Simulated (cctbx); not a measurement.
## What is wrong with this refinement?

Cell a = 18.2950 Å, b = 9.0220 Å, c = 11.6720 Å, α = 90.00°, β = 123.61°, γ = 90.00°; space group C2/c (no. 15).

Simulated single-crystal data (cctbx): Cu Kα, λ = 1.54184 Å, to d = 0.83 Å, 80 % of the full sphere, strongest reflection 20000 counts, noise from counting, a 2 % proportional error and a noise floor of 15 counts (s.d.); no absorption.

An anisotropic refinement with weights 1/σ² prints:

```text
Rint 0.027, 1465 unique reflections to 0.83 A
cycle     R1     wR2    GooF  max shift (A)
   1  0.4418  0.7415  24.424   0.04383
   4  0.4195  0.7058  23.249   0.00019
final R1 0.4195 wR2 0.7058 GooF 23.249  parameters 37  data/parameter 39.6
atom        x        y        z      Ueq    occ   su(xyz)  su(Uiso or U11)
Dy1    0.00000  0.98715  0.75000  -0.0095  1.000  0.00119  0.0059  NPD
I1     0.69684  0.62486  0.34982  -0.0060  1.000  0.00089  0.0040  NPD
I2     0.86938  0.23994  0.54154   0.0153  1.000  0.00148  0.0070
I3     0.00000  0.61300  0.75000   0.0006  1.000  0.00117  0.0071  NPD
Cd1    0.70271  0.99573  0.31232  -0.0009  1.000  0.00119  0.0050  NPD
difference map: max 156.48 min -28.81 rms 7.58
Q1    0.0900  0.1631  0.5799    8  159.29  3.52 A from Dy1
Q2    0.1965  0.1270  0.3503    8   69.21  0.02 A from I1
Q3    0.2013  0.4989  0.3084    8   62.54  0.05 A from Cd1
Q4    0.1292  0.2294  0.9645    8   60.93  0.13 A from I2
Q5    0.0000  0.3907  0.2500    4   57.17  0.03 A from I3
Q6    0.0000  0.0116  0.2500    4   43.70  0.01 A from Dy1
```

Q: Accept it or mend it, and why?

Mend it. The fault: an atom left out, I at (0.5906, 0.3383, 0.0809). Against the right model at the same level, R1 goes from 0.0138 to 0.4195 and GooF from 0.90 to 23.25, the top difference peak, 159.3 e/Å³, lies 3.52 Å from Dy1 and Dy1, I1, I3 and Cd1 go non-positive-definite. Q1 is the missing atom. With scattering power missing, scale and phases suffer, so peaks may also grow on the heavy atoms.

The compound is DyCd2I7. The right model at the same level gives:

```text
Rint 0.027, 1465 unique reflections to 0.83 A
cycle     R1     wR2    GooF  max shift (A)
   1  0.0380  0.0818   2.703   0.00212
   2  0.0138  0.0274   0.904   0.00000
final R1 0.0138 wR2 0.0274 GooF 0.904  parameters 46  data/parameter 31.8
atom        x        y        z      Ueq    occ   su(xyz)  su(Uiso or U11)
Dy1    0.00000  0.98807  0.75000   0.0068  1.000  0.00004  0.0002
I1     0.59061  0.33824  0.08090   0.0129  1.000  0.00003  0.0001
I2     0.69588  0.62059  0.35070   0.0100  1.000  0.00003  0.0001
I3     0.87100  0.23779  0.54100   0.0205  1.000  0.00004  0.0002
I4     0.00000  0.61812  0.75000   0.0093  1.000  0.00004  0.0002
Cd1    0.70081  0.99612  0.30974   0.0111  1.000  0.00003  0.0002
difference map: max 0.99 min -0.98 rms 0.24
Q1    0.0000  0.1217  0.7500    4    0.99  1.21 A from Dy1
Q2    0.0183  0.4426  0.7113    8    0.91  1.73 A from I4
Q3    0.2414  0.0469  0.6809    8    0.91  1.07 A from Cd1
Q4    0.1449  0.2262  0.5656    8    0.90  1.25 A from I1
Q5    0.2428  0.0365  0.3553    8    0.88  1.12 A from I2
Q6    0.0212  0.3007  0.6491    8    0.83  2.22 A from I1
```

The model was made for the exercise: a known structure type with other elements put in, its volume estimated, not relaxed; displacement parameters are assumed.

[Middle refinement cycles are left out of these outputs.]

[Logs are printed without paths, hosts, clocks, repeated set-up lines and the standing remarks that a program may print on its own settings, such as how far it seeks lower states.]
